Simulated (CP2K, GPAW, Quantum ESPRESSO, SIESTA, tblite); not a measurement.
# CP2K runs on amorphous carbon (160 atoms), part 2 of 2

Aim: run amorphous carbon (160 atoms) in CP2K and see how near its forces come to a plane-wave reference, and at what cost.

Program: CP2K 2026.2; the method stands at each step. Banners, paths, timers and routine set-up lines are dropped from the logs unmarked, and long logs keep their key lines alone; longer cuts are marked.

So far. Step 2 (PBE, DZVP-UZH, 450/50 Ry, diagonalisation): Forces lie 2.4 % from the reference's, at 2.0 times its CPU time. Step 3 (PBE, SZV-MOLOPT-SR, 450/50 Ry, diagonalisation): Against the first run (2.4 %), the force difference from the reference is 32 %, at 0.29 times the CPU time (on 2 against 4 cores), with 640 basis functions against 2080; this set comes with other potentials too, so the change isn't the basis's alone.

### 4. RPBE, PBE potentials, DZVP-UZH, 450/50 Ry, diagonalisation

Method: Kohn-Sham DFT, RPBE, GTH-PBE pseudopotentials, Gaussian and plane waves, DZVP-MOLOPT (UZH set), diagonalisation.

input.inp reads:

```
&GLOBAL
  PROJECT cell
  RUN_TYPE ENERGY_FORCE
  PRINT_LEVEL LOW
&END GLOBAL
&FORCE_EVAL
  METHOD QS
  STRESS_TENSOR ANALYTICAL
  &DFT
    BASIS_SET_FILE_NAME BASIS_MOLOPT_UZH
    POTENTIAL_FILE_NAME POTENTIAL_UZH
    &MGRID
      CUTOFF 450
      REL_CUTOFF 50
    &END MGRID
    &QS
      EPS_DEFAULT 1.0E-12
    &END QS
    &SCF
      SCF_GUESS ATOMIC
      EPS_SCF 5.0E-06
      MAX_SCF 200
      ADDED_MOS 72
      &DIAGONALIZATION
        ALGORITHM STANDARD
      &END DIAGONALIZATION
      &SMEAR ON
        METHOD FERMI_DIRAC
        ELECTRONIC_TEMPERATURE [K] 580
      &END SMEAR
      &MIXING
        METHOD BROYDEN_MIXING
        ALPHA 0.15
        NBROYDEN 12
      &END MIXING
      &PRINT
        &RESTART OFF
        &END RESTART
      &END PRINT
    &END SCF
    &XC
      &XC_FUNCTIONAL
        &GGA_X_RPBE
        &END GGA_X_RPBE
        &GGA_C_PBE
        &END GGA_C_PBE
      &END XC_FUNCTIONAL
    &END XC
    &PRINT
      &MULLIKEN ON
      &END MULLIKEN
      &HIRSHFELD ON
        SHAPE_FUNCTION DENSITY
      &END HIRSHFELD
      &MO ON
        EIGENVALUES T
        OCCUPATION_NUMBERS T
        MO_INDEX_RANGE 309 332
        &EACH
          QS_SCF 0
        &END EACH
        ADD_LAST NUMERIC
      &END MO
    &END PRINT
  &END DFT
  &SUBSYS
    &CELL
      A 9.92200 0.00000 0.00000
      B 0.00000 9.92200 0.00000
      C 0.00000 0.00000 9.92200
    &END CELL
    &COORD
      SCALED
[... 160 atom lines left out: the same atoms as in the first run ...]
    &END COORD
    &KIND C
      BASIS_SET DZVP-MOLOPT-PBE-GTH-q4
      POTENTIAL GTH-PBE-q4
    &END KIND
  &END SUBSYS
  &PRINT
    &FORCES ON
    &END FORCES
    &STRESS_TENSOR ON
    &END STRESS_TENSOR
  &END PRINT
&END FORCE_EVAL
```

The run is started by

```sh
> OMP_NUM_THREADS=1 mpirun -np 4 cp2k.psmp -i input.inp > output.txt
```

Numbers of over 12 decimals in the logs are rounded to 6 here.

The program printed:

```text
CP2K| version string:                                       CP2K version 2026.2
 CP2K| Input file name                                                 input.inp
 GLOBAL| Basis set file name                                    BASIS_MOLOPT_UZH
 GLOBAL| Potential file name                                       POTENTIAL_UZH
 GLOBAL| Run type                                                   ENERGY_FORCE
 GLOBAL| Total number of message passing processes                             4
 GLOBAL| Number of threads for this process                                    1
[... lines left out ...]
                        Smear method:                                FERMI_DIRAC
[... lines left out ...]
 Number of electrons:                                                        640
[... lines left out ...]
  Step     Update method      Time    Convergence         Total energy    Change
[... lines left out ...]
  *** SCF run converged in    18 steps ***
[... lines left out ...]
  Fermi energy:                                                 0.389220
  Total energy:                                              -904.475217
  Total energy (extrapolated to T->0):                       -904.469331
[... lines left out ...]
 MO| E(Fermi):            0.389220 a.u.         10.591214 eV
[... lines left out ...]
    160       C      1       4.000          3.992                         0.008
  Total Charge                                                           -0.000
 !-----------------------------------------------------------------------------!
 ENERGY| Total FORCE_EVAL ( QS ) energy [hartree]           -904.475315
 FORCES| Atomic forces [hartree/bohr]
 FORCES|   Atom     x               y               z               |f|
 FORCES|      1 -1.67770903E-02  1.61946220E-02 -2.38672072E-02   3.33673511E-02
 FORCES|      2  1.94639207E-03  3.32839131E-02  2.45674950E-03   3.34311671E-02
 FORCES|      3  7.31088955E-03  9.33968838E-03  8.23464166E-04   1.18893641E-02
[...]
FORCES|    159 -2.61668002E-03 -3.60816255E-02  3.73185110E-02   5.19750130E-02
 FORCES|    160 -7.64240204E-02 -6.83947192E-02  6.25512357E-03   1.02750159E-01
 FORCES| Sum     7.35684069E-04 -9.86026826E-04  2.79091916E-03
 FORCES| Total atomic force                                       3.05003438E-03
 STRESS| Analytical stress tensor [bar]
 STRESS|                        x                   y                   z
 STRESS|      x        6.83741280162E+05   3.47159149380E+04   5.15061916831E+04
 STRESS|      y        3.47159149380E+04   6.73231111411E+05   7.02040527918E+04
 STRESS|      z        5.15061916831E+04   7.02040527918E+04   6.36533464347E+05
 STRESS| 1/3 Trace                                             6.64501951973E+05
```

Wall time 5 min (4 MPI ranks of Arm Neoverse V1, shared host); peak memory 3.2 GiB.

Compared with the plane-wave run:

- r.m.s. force component: 1.937 eV/Å
- r.m.s. difference of force components: 55.31 meV/Å
- longest difference of force vectors: 208.9 meV/Å
- force difference over r.m.s. force: 2.902 %
- slope of forces against the reference's: 1.016
- correlation of force components: 0.9997
- pressure: 66.45 GPa
- pressure difference: 3.554 GPa

Against the first run (2.4 %), the force difference from the reference is 2.9 %, at 1.0 times the CPU time; the model has changed, so this is no error of the program alone.

### 5. PBE+D4, DZVP-UZH, 450/50 Ry, diagonalisation

Method: Kohn-Sham DFT, PBE+D4, GTH-PBE pseudopotentials, Gaussian and plane waves, DZVP-MOLOPT (UZH set), diagonalisation.

Edit input.inp of step 4 so:

```diff
@@ -41,8 +41,11 @@
     &XC
-      &XC_FUNCTIONAL
-        &GGA_X_RPBE
-        &END GGA_X_RPBE
-        &GGA_C_PBE
-        &END GGA_C_PBE
+      &XC_FUNCTIONAL PBE
       &END XC_FUNCTIONAL
+      &VDW_POTENTIAL
+        POTENTIAL_TYPE PAIR_POTENTIAL
+        &PAIR_POTENTIAL
+          TYPE DFTD4
+          REFERENCE_FUNCTIONAL PBE
+        &END PAIR_POTENTIAL
+      &END VDW_POTENTIAL
     &END XC
```

The program printed:

```text
CP2K| version string:                                       CP2K version 2026.2
 CP2K| Input file name                                                 input.inp
 GLOBAL| Basis set file name                                    BASIS_MOLOPT_UZH
 GLOBAL| Potential file name                                       POTENTIAL_UZH
[... lines left out ...]
 Number of electrons:                                                        640
[... lines left out ...]
  Step     Update method      Time    Convergence         Total energy    Change
[... lines left out ...]
  *** SCF run converged in    18 steps ***
[... lines left out ...]
  Fermi energy:                                                 0.388463
  Total energy:                                              -905.446616
  Total energy (extrapolated to T->0):                       -905.440731
[... lines left out ...]
 MO| E(Fermi):            0.388463 a.u.         10.570621 eV
[... lines left out ...]
 ENERGY| Total FORCE_EVAL ( QS ) energy [hartree]           -905.446721
[... lines left out ...]
 FORCES|      1 -1.66843818E-02  1.60913282E-02 -2.34185779E-02   3.29504056E-02
 FORCES|      2  2.28313052E-03  3.25388019E-02  3.29856990E-03   3.27851624E-02
 FORCES|      3  5.79517549E-03  1.21082059E-02 -7.79607867E-04   1.34462075E-02
[...]
FORCES|    159 -1.26676032E-03 -3.92152147E-02  3.86022915E-02   5.50415721E-02
 FORCES|    160 -7.67681482E-02 -6.82325555E-02  6.55390332E-03   1.02917364E-01
 FORCES| Sum    -1.04851810E-04  5.84113670E-06  7.44913911E-05
 FORCES| Total atomic force                                       1.28751654E-04
 STRESS| Analytical stress tensor [bar]
 STRESS|                        x                   y                   z
 STRESS|      x        6.54499164407E+05   3.51625590725E+04   5.02540950640E+04
 STRESS|      y        3.51625590725E+04   6.41480791391E+05   7.37759635345E+04
 STRESS|      z        5.02540950640E+04   7.37759635345E+04   6.04943779433E+05
 STRESS| 1/3 Trace                                             6.33641245077E+05
```

Wall time 5.6 min (4 MPI ranks); peak memory 3.3 GiB.

Compared with the plane-wave run:

```yaml
r_m_s_force_component: 1.958 eV/Å
r_m_s_difference_of_force_components: 121.1 meV/Å
longest_difference_of_force_vectors: 859.2 meV/Å
force_difference_over_r_m_s_force: 6.353 %
slope_of_forces_against_the_reference_s: 1.026
correlation_of_force_components: 0.9984
pressure: 63.36 GPa
pressure_difference: 0.4681 GPa
```

Against the first run (2.4 %), the force difference from the reference is 6.4 %, at 1.1 times the CPU time; the model has changed, so this is no error of the program alone.

### 6. All runs compared

Differences are against the plane-wave reference, forces as r.m.s. over components; share is that over the reference's r.m.s. force, slope the least-squares factor from reference forces to these. Total energies of different programs have different zeros and aren't compared.

```csv
run,"Δ force, r.m.s. (meV/Å)",share (%),slope,Δ pressure (GPa),cores,CPU time,memory (GiB)
reference,-,-,-,-,4,10 min,3.8
"CP2K PBE, DZVP-UZH, 450/50 Ry, diagonalisation",44.8,2.35,1.016,2.16,4,20 min,3.2
"CP2K PBE, SZV-MOLOPT-SR, 450/50 Ry, diagonalisation (coarse)",617,32.4,1.291,21.1,2,5.7 min,1.9
"CP2K RPBE, PBE potentials, DZVP-UZH, 450/50 Ry, diagonalisation",55.3,2.90,1.016,3.55,4,20 min,3.2
"CP2K PBE+D4, DZVP-UZH, 450/50 Ry, diagonalisation",121,6.35,1.026,0.468,4,23 min,3.3
```

Rows marked coarse were listed beforehand as settings not expected to be converged; some can still land near the reference.

CPU time is summed over cores on a shared host, where runs went side by side, so it is rough. Symmetry, cutoffs, thresholds, outputs and thread counts weren't matched or tuned between programs; memory under MPI is the largest rank's times the ranks.

### 7. What came out

| Item | Value |
| --- | --- |
| nearest in forces | CP2K PBE, DZVP-UZH, 450/50 Ry, diagonalisation, 2.4 % |
| its CPU time | 20 min |

**Reading.** The PBE run in local orbitals, coarse settings apart, differs by 2.4 % (CP2K PBE, DZVP-UZH, 450/50 Ry, diagonalisation); basis, grid and potentials can all enter. Rows with another functional or a dispersion term differ by 2.9 % (CP2K RPBE, PBE potentials, DZVP-UZH, 450/50 Ry, diagonalisation) to 6.4 % (CP2K PBE+D4, DZVP-UZH, 450/50 Ry, diagonalisation), which mixes the change of model with differences of basis and potentials, some of them made for another functional. Runs with settings chosen to be coarse differ by 32 % (CP2K PBE, SZV-MOLOPT-SR, 450/50 Ry, diagonalisation), their programs' other errors included. None of the electronic-structure runs in the table takes under half the reference's CPU time of 10 min; they take 0.58 to 2.3 times as much. CP2K PBE, SZV-MOLOPT-SR, 450/50 Ry, diagonalisation stiffens the forces by a factor of 1.29 while following their directions (correlation 0.994); the slopes of the 4 CP2K runs lie between 1.02 and 1.29. In pressure, CP2K PBE, SZV-MOLOPT-SR, 450/50 Ry, diagonalisation misses by +21.1 GPa, at the same functional. The reference's pressure holds the uncorrected Pulay stress of its 45 Ry basis, so small pressure differences, and their order, may be the reference's own error. The quench rate of 500 K/ps is many orders above laboratory rates, so the cell is likely richer in defects and strain than a real sample. The network of bonds at the start is that of the classical potential that made the cell, and needn't be the one that DFT or experiment would give. The reference's stress is far from hydrostatic: its diagonal is 65.0, 63.6, 60.0 GPa, compression counted positive. The electronic-structure runs sample only Γ, in a cell whose shortest periodic width is 10 Å, which is coarse for a cell with partly filled levels.

[Also dropped from logs without a mark: logging warnings of Python, and SIESTA's first energy breakdown and zero terms.]

[Logs are printed without paths, hosts, clocks, repeated set-up lines and the standing remarks that a program may print on its own settings, such as how far it seeks lower states.]

[Hosts, paths, dates, database ids (printed as entryN), source tags and the programs' standing remarks are cut or masked in the printed files.]
